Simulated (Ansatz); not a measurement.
# InGe2 (built on the sites of a database entry of ScSi2): a soft mode frozen in, part 2 of 3

Wanted: the energy along a soft mode of InGe2 (built on the sites of a database entry of ScSi2) and the structure at the end.

Ansatz 0.2.0; DFT PBE, scalar-relativistic, plane waves, norm-conserving pseudopotentials.

So far. Step 4 (The mode frozen in, largest atomic shift 0.45 Å): The run ends at a pressure of -1.27 GPa, with forces up to 0.17 eV/Å. Step 5 (Energy along the mode, all amplitudes (two of the runs …): The lowest of the steps tried is at 0.45 Å, 60.0 meV/atom below the parent; the bottom of the well need not coincide with a step.

The structure was built from a prototype and need not be the compound's stable phase.

## Step 6: Relaxation from the frozen mode

Starting from the lowest point found, all atoms and the cell are let go, so that strain and other modes of the same symmetry can join in.

File input.yaml:

```yaml
crystal:
  lattice:
    - [4.4813099044, 3.7191e-06, 0.0]
    - [2.2406517314, 3.880930079, 0.0]
    - [0.0, 0.0, 8.3579319619]
  atoms:
    - { symbol: In, position: [1.0, 0.0, 0.0] }
    - { symbol: In, position: [1.0, 0.0, 0.5] }
    - { symbol: Ge, position: [0.6666666667, 0.6666666667, 0.30384107] }
    - { symbol: Ge, position: [0.6666666667, 0.6666666667, 0.69615893] }
    - { symbol: Ge, position: [0.3333333333, 0.3333333333, 0.19615893] }
    - { symbol: Ge, position: [0.3333333333, 0.3333333333, 0.80384107] }
kpoints:
  mp_grid: { grid: [9, 9, 4] }
hamiltonian:
  xc: pbe
  pseudopotentials: { kind: nc }
scf:
  occupations: { method: methfessel_paxton, width: 0.2 }
output:
  forces: true
  stress: true
  eigenvalues: true
  write_density: true
  write_potential: true
  elf: true
  volumetric_format: npy
relax:
  adjacent_minimum: "off"
  f_tol: 0.002
  max_steps: 120
  cell: { stress_tol: 0.03 }
```

Launch:

```bash
$ ansatz run input.yaml --threads 8 --pin off --max-ram 14336MiB --backend cpu --events-out ev --progress --plain --runs-dir out
```

Numbers of over 12 decimals in the logs are rounded to 6 here.

The program printed:

```text
[...]
Crystal: 6 atoms, lattice volume = 145.358 Å³
Basis set: ecut = 1061.244064 eV, 11415 PW (Γ), exchange–correlation on 96×96×180 points (8 copies of the dense FFT grid, shifted against one another)
Bands: 50, of which v1, the nominal top of the filled ones, is band 41 counted from 1 (40 counted from 0)
Symmetry: 24 space group operations
[...]
k-points: 36 of 324
[...]
SCF iter   1: F=—  HF=-13336.439137 eV  |F-HF|=—  |Δ(HF+E_count)|=         —  Δρ=1.81e-2  dr2=4.26e-1  ethr=3.10e-3  ⟨swp⟩=6.4  Hψ=6451  notcnv=0
[...]
SCF iter   9: F=-13336.315681 eV  HF=-13336.315681 eV  |F-HF|=8.09e-9  |Δ(HF+E_count)|=   3.95e-8  S|Δr|=    0.00e0  Δρ=3.51e-6  dr2=2.14e-8  ethr=1.22e-10  ⟨swp⟩=21.0  Hψ=17542  notcnv=0
SCF 1 converged in 9 iterations: F = -13336.315681 eV  dr2 = 2.14e-8
relax step   1: F+E_penalty+E_count = -13336.31568072 eV  Δ(F+E_penalty+E_count) = +0.000e0 eV  max|allowed force component| = 1.685e-1 eV/Å  Δτ_max = 0.0000 Å  P = -1.274 GPa  Ω = 145.358 Å³  (9 SCF iters, dr2 threshold 1.00e-7 eV, accepted)
Crystal: 6 atoms, lattice volume = 140.551 Å³
Basis set: ecut = 1061.244064 eV, 11007 PW (Γ), exchange–correlation on 96×96×180 points (8 copies of the dense FFT grid, shifted against one another)
[...]
iter 1 solved again at ethr=3.42e-6 eV; its pass at ethr=3.10e-3 eV (dr2=2.80e-3 eV) is discarded
[...]
SCF iter   6: F=-13336.366820 eV  HF=-13336.366820 eV  |F-HF|=1.01e-8  |Δ(HF+E_count)|=   9.81e-7  S|Δr|=    0.00e0  Δρ=7.46e-6  dr2=1.43e-7  ethr=7.32e-10  ⟨swp⟩=17.4  Hψ=17802  notcnv=0
SCF 2 converged in 6 iterations: F = -13336.366820 eV  dr2 = 1.43e-7
  Residual-converged pass: ⟨swp⟩=1.0  Hψ=1945  notcnv=0  max |occ|·‖R‖ = 7.0e-9 eV (tolerance 1.0e-8 eV)  dr2=1.43e-7  max |Δocc| = 2.4e-10
relax step   2: F+E_penalty+E_count = -13336.36682016 eV  Δ(F+E_penalty+E_count) = -5.114e-2 eV  max|allowed force component| = 4.946e-2 eV/Å  Δτ_max = 0.0495 Å  P = +0.198 GPa  Ω = 140.551 Å³  energy of the carried Pulay correction = +6.989e-4 eV  (6 SCF iters, dr2 threshold 6.00e-7 eV, accepted)
Crystal: 6 atoms, lattice volume = 140.323 Å³
Basis set: ecut = 1061.244064 eV, 11055 PW (Γ), exchange–correlation on 96×96×180 points (8 copies of the dense FFT grid, shifted against one another)
[...]
SCF iter   5: F=-13336.390905 eV  HF=-13336.390905 eV  |F-HF|=5.05e-8  |Δ(HF+E_count)|=   6.56e-7  S|Δr|=    0.00e0  Δρ=1.15e-5  dr2=2.36e-7  ethr=7.32e-10  ⟨swp⟩=17.4  Hψ=17409  notcnv=0
SCF 3 converged in 5 iterations: F = -13336.390905 eV  dr2 = 2.36e-7
[...]
relax step   3: F+E_penalty+E_count = -13336.39090484 eV  Δ(F+E_penalty+E_count) = -2.408e-2 eV  max|allowed force component| = 9.133e-2 eV/Å  Δτ_max = 0.0350 Å  P = +0.139 GPa  Ω = 140.323 Å³  energy of the carried Pulay correction = +7.327e-4 eV  (5 SCF iters, dr2 threshold 6.00e-7 eV, accepted)
[... from here on, the SCF cycles and remarks between the steps are left out ...]
relax step   4: F+E_penalty+E_count = -13336.40884416 eV  Δ(F+E_penalty+E_count) = -1.794e-2 eV  max|allowed force component| = 2.583e-1 eV/Å  Δτ_max = 0.0253 Å  P = -0.353 GPa  Ω = 140.795 Å³  energy of the carried Pulay correction = +6.629e-4 eV  (5 SCF iters, dr2 threshold 6.00e-7 eV, accepted)
relax step   5: F+E_penalty+E_count = -13336.43512421 eV  Δ(F+E_penalty+E_count) = -2.628e-2 eV  max|allowed force component| = 1.241e-1 eV/Å  Δτ_max = 0.0355 Å  P = -0.379 GPa  Ω = 141.545 Å³  energy of the carried Pulay correction = +5.525e-4 eV  (5 SCF iters, dr2 threshold 6.00e-7 eV, accepted)
relax step   6: F+E_penalty+E_count = -13336.44889478 eV  Δ(F+E_penalty+E_count) = -1.377e-2 eV  max|allowed force component| = 1.029e-2 eV/Å  Δτ_max = 0.0357 Å  P = +0.008 GPa  Ω = 140.821 Å³  energy of the carried Pulay correction = +6.590e-4 eV  (5 SCF iters, dr2 threshold 6.00e-7 eV, accepted)
relax step   7: F+E_penalty+E_count = -13336.44904090 eV  Δ(F+E_penalty+E_count) = -1.461e-4 eV  max|allowed force component| = 1.924e-3 eV/Å  Δτ_max = 0.0033 Å  P = +0.016 GPa  Ω = 140.800 Å³  energy of the carried Pulay correction = +6.621e-4 eV  (5 SCF iters, dr2 threshold 9.57e-9 eV, accepted)
relax step   8: F+E_penalty+E_count = -13336.44903890 eV  Δ(F+E_penalty+E_count) = +2.006e-6 eV  max|allowed force component| = 4.618e-4 eV/Å  Δτ_max = 0.0006 Å  P = -0.010 GPa  Ω = 140.867 Å³  energy of the carried Pulay correction = +6.522e-4 eV  (4 SCF iters, dr2 threshold 2.53e-9 eV, accepted)
relax step   9: F+E_penalty+E_count = -13336.46433795 eV  Δ(F+E_penalty+E_count) = -1.530e-2 eV  max|allowed force component| = 5.055e-4 eV/Å  Δτ_max = 0.0000 Å  P = +0.320 GPa  Ω = 140.867 Å³  stress off target by 8.92e-1 GPa  SCF on the basis re-selected at this cell (its energy is not comparable with the rows above)  (6 SCF iters)
relax step  10: F+E_penalty+E_count = -13336.47360310 eV  Δ(F+E_penalty+E_count) = -9.265e-3 eV  max|allowed force component| = 1.248e-2 eV/Å  Δτ_max = 0.0022 Å  P = +0.182 GPa  Ω = 141.364 Å³  energy of the carried Pulay correction = -6.737e-5 eV  (4 SCF iters, dr2 threshold 6.00e-7 eV, accepted)
relax step  11: F+E_penalty+E_count = -13336.50766091 eV  Δ(F+E_penalty+E_count) = -3.406e-2 eV  max|allowed force component| = 3.884e-2 eV/Å  Δτ_max = 0.0174 Å  P = +0.066 GPa  Ω = 141.995 Å³  energy of the carried Pulay correction = -1.388e-4 eV  (6 SCF iters, dr2 threshold 6.00e-7 eV, accepted)
relax step  12: F+E_penalty+E_count = -13336.53614475 eV  Δ(F+E_penalty+E_count) = -2.848e-2 eV  max|allowed force component| = 1.347e-2 eV/Å  Δτ_max = 0.0245 Å  P = -0.303 GPa  Ω = 142.172 Å³  energy of the carried Pulay correction = -1.417e-4 eV  (5 SCF iters, dr2 threshold 6.00e-7 eV, accepted)
relax step  13: F+E_penalty+E_count = -13336.53650169 eV  Δ(F+E_penalty+E_count) = -3.569e-4 eV  max|allowed force component| = 3.488e-3 eV/Å  Δτ_max = 0.0065 Å  P = +0.085 GPa  Ω = 141.528 Å³  energy of the carried Pulay correction = -5.169e-5 eV  (4 SCF iters, dr2 threshold 6.00e-7 eV, accepted)
relax step  14: F+E_penalty+E_count = -13336.53763937 eV  Δ(F+E_penalty+E_count) = -1.138e-3 eV  max|allowed force component| = 8.017e-3 eV/Å  Δτ_max = 0.0007 Å  P = -0.047 GPa  Ω = 141.555 Å³  energy of the carried Pulay correction = -5.218e-5 eV  (4 SCF iters, dr2 threshold 3.65e-7 eV, accepted)
relax step  15: F+E_penalty+E_count = -13336.53764072 eV  Δ(F+E_penalty+E_count) = -1.352e-6 eV  max|allowed force component| = 1.157e-2 eV/Å  Δτ_max = 0.0022 Å  P = +0.053 GPa  Ω = 141.410 Å³  energy of the carried Pulay correction = -3.065e-5 eV  (5 SCF iters, dr2 threshold 1.62e-8 eV, rejected (line search))
relax step  16: F+E_penalty+E_count = -13336.53767447 eV  Δ(F+E_penalty+E_count) = -3.511e-5 eV  max|allowed force component| = 1.586e-3 eV/Å  Δτ_max = 0.0007 Å  P = -0.013 GPa  Ω = 141.508 Å³  energy of the carried Pulay correction = -4.520e-5 eV  (7 SCF iters, accepted)
relax step  17: F+E_penalty+E_count = -13336.57321319 eV  Δ(F+E_penalty+E_count) = -3.554e-2 eV  max|allowed force component| = 1.706e-3 eV/Å  Δτ_max = 0.0000 Å  P = +0.672 GPa  Ω = 141.508 Å³  stress off target by 1.79e0 GPa  SCF on the basis re-selected at this cell (its energy is not comparable with the rows above)  (6 SCF iters)
relax step  18: F+E_penalty+E_count = -13336.59681510 eV  Δ(F+E_penalty+E_count) = -2.360e-2 eV  max|allowed force component| = 9.185e-4 eV/Å  Δτ_max = 0.0083 Å  P = +0.464 GPa  Ω = 142.535 Å³  energy of the carried Pulay correction = -1.472e-4 eV  (5 SCF iters, dr2 threshold 6.00e-7 eV, accepted)
relax step  19: F+E_penalty+E_count = -13336.61657177 eV  Δ(F+E_penalty+E_count) = -1.976e-2 eV  max|allowed force component| = 1.642e-2 eV/Å  Δτ_max = 0.0138 Å  P = +0.161 GPa  Ω = 144.204 Å³  energy of the carried Pulay correction = -3.828e-4 eV  (5 SCF iters, dr2 threshold 6.00e-7 eV, accepted)
relax step  20: F+E_penalty+E_count = -13336.61696149 eV  Δ(F+E_penalty+E_count) = -3.897e-4 eV  max|allowed force component| = 2.316e-3 eV/Å  Δτ_max = 0.0001 Å  P = -0.027 GPa  Ω = 144.729 Å³  energy of the carried Pulay correction = -4.589e-4 eV  (4 SCF iters, dr2 threshold 1.90e-7 eV, accepted)
relax step  21: F+E_penalty+E_count = -13336.61699245 eV  Δ(F+E_penalty+E_count) = -3.096e-5 eV  max|allowed force component| = 1.802e-4 eV/Å  Δτ_max = 0.0007 Å  P = -0.004 GPa  Ω = 144.623 Å³  energy of the carried Pulay correction = -4.434e-4 eV  (4 SCF iters, dr2 threshold 3.23e-9 eV, accepted)
relax step  22: F+E_penalty+E_count = -13336.62191507 eV  Δ(F+E_penalty+E_count) = -4.923e-3 eV  max|allowed force component| = 1.892e-4 eV/Å  Δτ_max = 0.0000 Å  P = +0.123 GPa  Ω = 144.623 Å³  stress off target by 3.25e-1 GPa  SCF on the basis re-selected at this cell (its energy is not comparable with the rows above)  (6 SCF iters)
relax step  23: F+E_penalty+E_count = -13336.62304382 eV  Δ(F+E_penalty+E_count) = -1.129e-3 eV  max|allowed force component| = 3.725e-3 eV/Å  Δτ_max = 0.0025 Å  P = +0.022 GPa  Ω = 145.148 Å³  energy of the carried Pulay correction = -8.059e-5 eV  (4 SCF iters, dr2 threshold 2.64e-7 eV, accepted)
relax step  24: F+E_penalty+E_count = -13336.62309529 eV  Δ(F+E_penalty+E_count) = -5.147e-5 eV  max|allowed force component| = 5.667e-4 eV/Å  Δτ_max = 0.0004 Å  P = -0.003 GPa  Ω = 145.214 Å³  energy of the carried Pulay correction = -9.100e-5 eV  (5 SCF iters, dr2 threshold 1.27e-8 eV, accepted)
[...]
SCF iter   5: F=-13336.623231 eV  HF=-13336.623231 eV  |F-HF|=3.64e-12  |Δ(HF+E_count)|=  2.55e-11  S|Δr|=    0.00e0  Δρ=6.88e-8  dr2=9.94e-12  ethr=1.00e-12  ⟨swp⟩=7.8  Hψ=8970  notcnv=0
SCF 25 converged in 5 iterations: F = -13336.623231 eV  dr2 = 9.94e-12
relax step  25: F+E_penalty+E_count = -13336.62323124 eV  Δ(F+E_penalty+E_count) = -1.360e-4 eV  max|allowed force component| = 5.704e-4 eV/Å  Δτ_max = 0.0000 Å  P = -0.000 GPa  Ω = 145.214 Å³  stress off target by 1.13e-2 GPa  SCF on the basis re-selected at this cell (its energy is not comparable with the rows above)  (5 SCF iters)
[...]
SCF converged after 5 iterations
[...]
Free energy (F): -13336.623231 eV
[...]
Internal energy: -13336.624760 eV  (E = F + TS)
E sigma→0 (E₀):  -13336.623613 eV
Entropy (-TS):   0.001529 eV (0.255 meV/atom)
Fermi energy:    9.520179 eV
[...]
--- Forces (eV/Å), atoms counted from 1 ---
  atom   1  In    -0.00000000     0.00000000    -0.00000000
  atom   2  In     0.00000000    -0.00000000     0.00000000
  atom   3  Ge     0.00000000    -0.00000000    -0.00057043
  atom   4  Ge     0.00000000    -0.00000000     0.00057043
  atom   5  Ge    -0.00000000     0.00000000     0.00057043
  atom   6  Ge    -0.00000000     0.00000000    -0.00057043
  max |Σ_I F_I| component: 2.31e-17 eV/Å
--- Stress (GPa, compression-positive) ---
       -0.005884       0.000000       0.000000
        0.000000      -0.005884      -0.000000
        0.000000      -0.000000       0.011328
  P = ⅓ Tr σ = -0.0001 GPa (-0.001 kbar)
--- Band table (eV; the first three rows and the last of 36) ---
  k-point 0: bands = [... 37 lower, 9.4195, 9.5349, 9.5349, 10.3136, 10.7198, 11.8978, 11.8978, 12.5586, ... 5 higher]
  k-point 1: bands = [... 37 lower, 9.4349, 9.5163, 9.5163, 10.4255, 10.6738, 12.0019, 12.0019, 12.6970, ... 5 higher]
  k-point 2: bands = [... 37 lower, 9.4740, 9.4740, 9.4740, 10.5638, 10.5638, 12.2930, 12.2930, 12.2930, ... 5 higher]
  k-point 35: bands = [... 37 lower, 6.9945, 7.0530, 7.0530, 7.6285, 7.6285, 11.3433, 11.3433, 12.3952, ... 5 higher]
--- Relaxed structure (21 steps of the walk, 20 accepted, 4 SCFs on fresh bases) ---
  F+E_penalty+E_count = -13336.62323124 eV   max|allowed force component| = 5.704e-4 eV/Å   (the final SCF, on the basis selected at the relaxed cell)
  cell:  # Å, volume = 145.2144 Å³
    - [3.985524, 3.3076224650071883e-6, 1.2635752750583031e-17]
    - [1.992759, 3.451567, 6.317867293693727e-18]
    - [2.3566493732770325e-17, 0, 10.556213]
  atoms:
    - { symbol: In, position: [1.000000, 0, 3.891640339121755e-19] }
    - { symbol: In, position: [1.000000, 0, 0.500000] }
    - { symbol: Ge, position: [0.666667, 0.666667, 0.301296] }
    - { symbol: Ge, position: [0.666667, 0.666667, 0.698704] }
    - { symbol: Ge, position: [0.333333, 0.333333, 0.198704] }
    - { symbol: Ge, position: [0.333333, 0.333333, 0.801296] }
```

The job ended after 2.7 min (8 threads of Arm Neoverse V2, shared host; peak memory 1.7 GiB).

Relaxation path (22 of 25):

| step | energy less that of the first step (eV) | largest force component (eV/Å) | pressure (GPa) | volume (Å³) |
| --- | --- | --- | --- | --- |
| 1 | 0.0000 | 0.1685 | -1.27 | 145.36 |
| 2 | -0.0511 | 0.0495 | 0.20 | 140.55 |
| 3 | -0.0752 | 0.0913 | 0.14 | 140.32 |
| 4 | -0.0932 | 0.2583 | -0.35 | 140.80 |
| 6 | -0.1332 | 0.0103 | 0.01 | 140.82 |
| 7 | -0.1334 | 0.0019 | 0.02 | 140.80 |
| 8 | -0.1334 | 0.0005 | -0.01 | 140.87 |
| 9* | -0.1487 | 0.0005 | 0.32 | 140.87 |
| 10 | -0.1579 | 0.0125 | 0.18 | 141.36 |
| 11 | -0.1920 | 0.0388 | 0.07 | 141.99 |
| 12 | -0.2205 | 0.0135 | -0.30 | 142.17 |
| 14 | -0.2220 | 0.0080 | -0.05 | 141.56 |
| 15 | -0.2220 | 0.0116 | 0.05 | 141.41 |
| 16 | -0.2220 | 0.0016 | -0.01 | 141.51 |
| 17* | -0.2575 | 0.0017 | 0.67 | 141.51 |
| 18 | -0.2811 | 0.0009 | 0.46 | 142.54 |
| 19 | -0.3009 | 0.0164 | 0.16 | 144.20 |
| 20 | -0.3013 | 0.0023 | -0.03 | 144.73 |
| 22* | -0.3062 | 0.0002 | 0.12 | 144.62 |
| 23 | -0.3074 | 0.0037 | 0.02 | 145.15 |
| 24 | -0.3074 | 0.0006 | 0.00 | 145.21 |
| 25* | -0.3075 | 0.0006 | 0.00 | 145.21 |

Relaxation steps marked * repeat the geometry before them on a plane-wave basis chosen anew for their cell, so energy and pressure can jump there. Other such steps can lie between the rows shown. Relaxation step 15 was tried and not accepted.

The run keeps the 24 symmetry operations that it works with, so distortions that break them were not tested.

| cell as run | before | after | change |
| --- | --- | --- | --- |
| a (Å) | 4.481 | 3.986 | -11.1 % |
| b (Å) | 4.481 | 3.986 | -11.1 % |
| c (Å) | 8.358 | 10.556 | +26.3 % |
| volume (Å³/atom) | 24.23 | 24.20 | -0.1 % |

The atoms that moved most (Å, as changes of fractional coordinates times the final cell):

| atom | dx | dy | dz | length |
| --- | --- | --- | --- | --- |
| Ge3 | 0.000 | 0.000 | -0.027 | 0.027 |
| Ge6 | 0.000 | 0.000 | -0.027 | 0.027 |
| Ge5 | 0.000 | 0.000 | 0.027 | 0.027 |
| Ge4 | 0.000 | 0.000 | 0.027 | 0.027 |

Final coordinates:

```xyz
6
Lattice="3.9855 0.0000 0.0000 1.9928 3.4516 0.0000 0.0000 0.0000 10.5562" Properties=species:S:1:pos:R:3 pbc="T T T"
In    3.9855    0.0000    0.0000
In    3.9855    0.0000    5.2781
Ge    3.9855    2.3010    3.1805
Ge    3.9855    2.3010    7.3757
Ge    1.9928    1.1505    2.0976
Ge    1.9928    1.1505    8.4587
```

Numbers from this step:

* pressure: -1.47e-4 GPa
* volume per atom: 24.20 Å³

Electrostatic potential energy in the ac plane at fractional y = 0.000, with atoms of In within 0.2 Å of it. With pseudopotentials it is smooth inside the atoms' cores, unlike the true potential.

Values in eV, 24 rows by 14 columns, each cell a mean:
```
-72 -65 -31  -6   6  10  12  12  11   9   3 -11 -43 -68
-24 -17  -4   4   9  11  12  12  12  10   8   2  -9 -19
  5   6   8  10  11  11  11  11  11  11  11   9   7   5
 11  11  11  11  11  10   9   9   9  10  11  11  11  11
 13  13  12  12  10   9   7   6   7   9  11  12  12  13
 13  13  12  12  10   8   7   6   7   9  11  12  13  13
 13  13  12  12  10   8   7   6   7   9  11  12  13  13
 12  12  12  12  11   9   8   7   8  10  11  12  12  12
  9  10  10  11  11  11  10  10  10  11  11  11  10  10
 -3  -1   4   8  10  11  12  12  12  11  10   7   3  -2
-50 -39 -16   0   7  11  12  12  12  10   6  -4 -23 -43
-75 -73 -39  -9   5  10  12  12  11   9   2 -16 -53 -74
-71 -63 -31  -6   6  10  12  12  11   9   3 -11 -43 -66
-25 -18  -5   4   9  11  12  12  12  10   8   2  -9 -20
  5   6   8  10  11  11  11  11  11  11  11   9   7   6
 11  11  11  11  11  10   9   9   9  10  11  11  11  11
 13  13  12  12  10   9   7   6   7   9  11  12  12  13
 13  13  12  12  10   8   7   6   7   9  11  12  13  13
 13  13  12  12  10   8   7   6   7   9  11  12  13  13
 12  12  12  12  11   9   8   7   8  10  11  12  12  12
  9  10  10  11  11  11  10  10  10  11  11  11  10   9
 -4  -1   4   8  10  11  12  12  12  11  10   7   2  -2
-50 -39 -16   0   7  11  12  12  12  10   6  -4 -23 -44
-75 -74 -40  -9   5  10  12  12  11   9   2 -16 -54 -74
```
Columns run along a (4.0 Å; values clipped at the 3rd and 97th percentile), rows up along c (10.6 Å). Atoms in or near the plane, at fractional coordinates: In at (0.00, 0.00), In at (0.00, 0.50).

Valence density in the ac plane at fractional y = 0.000, with atoms of In within 0.2 Å of it. It is the smooth field of the valence electrons, not physical close to the nuclei.

Ten steps, logarithmic in the rise over the least value, from '0' (0.0 e/Å³) to '9' (5.8 e/Å³), each cell a mean:
```
99853110123699
77532111112457
33222222222223
11112233222111
00112333332100
00012344432100
00112344432100
00112333332110
21112222221112
54322111112234
98642111123579
79853110123699
99853110123699
77532111112457
33222222222223
11112233322111
00112333332100
00012344432100
00112344332100
00112333322110
22112222221112
54322111112344
98642111123579
79853110124699
```
Columns run along a (4.0 Å), rows up along c (10.6 Å). Atoms in or near the plane, at fractional coordinates: In at (0.00, 0.00), In at (0.00, 0.50).

ELF in the ac plane at fractional y = 0.000, with atoms of In within 0.2 Å of it. It is the smooth field of the valence electrons, not physical close to the nuclei.

Ten even steps from '_' (0.03) to '@' (0.69), each cell a mean:
```
::==++----::::..::------++--
====----------------------==
----------==++++++==--------
....::::==**######**==::....
____..--++##%%%%%%##++::____
____..--**%%@@@@@@%%++::____
____..--**%%@@@@@@##++::____
____..--++##%%%%##**==::..__
::::::--==++**##**++--::::::
------------======----------
==++==------::::::------==++
__::++------....::----==++..
::==++----::::..::------++--
====----------------------==
----------==++++++==--------
....::::==**######**==::....
____..--++##%%%%%%##++::____
____..--**%%@@@@@@%%++::____
____..--**%%@@@@@@##++::____
____..--++##%%%%%%**==::..__
::::::--==++**##**++--::::::
------------======----------
==++==------::::::------==++
__::++------....::----==++..
```
Columns run along a (4.0 Å), rows up along c (10.6 Å). Atoms in or near the plane, at fractional coordinates: In at (0.00, 0.00), In at (0.00, 0.50).

The distorted start has space group P6_3/mmc; the relaxation ends in P6_3/mmc.

(Part 2 of 3 ends here.)

[Logs are printed without paths, hosts, clocks, repeated set-up lines and the standing remarks that a program may print on its own settings, such as how far it seeks lower states.]

[Hosts, paths, dates, database ids (printed as entryN), source tags and the programs' standing remarks are cut or masked in the printed files.]
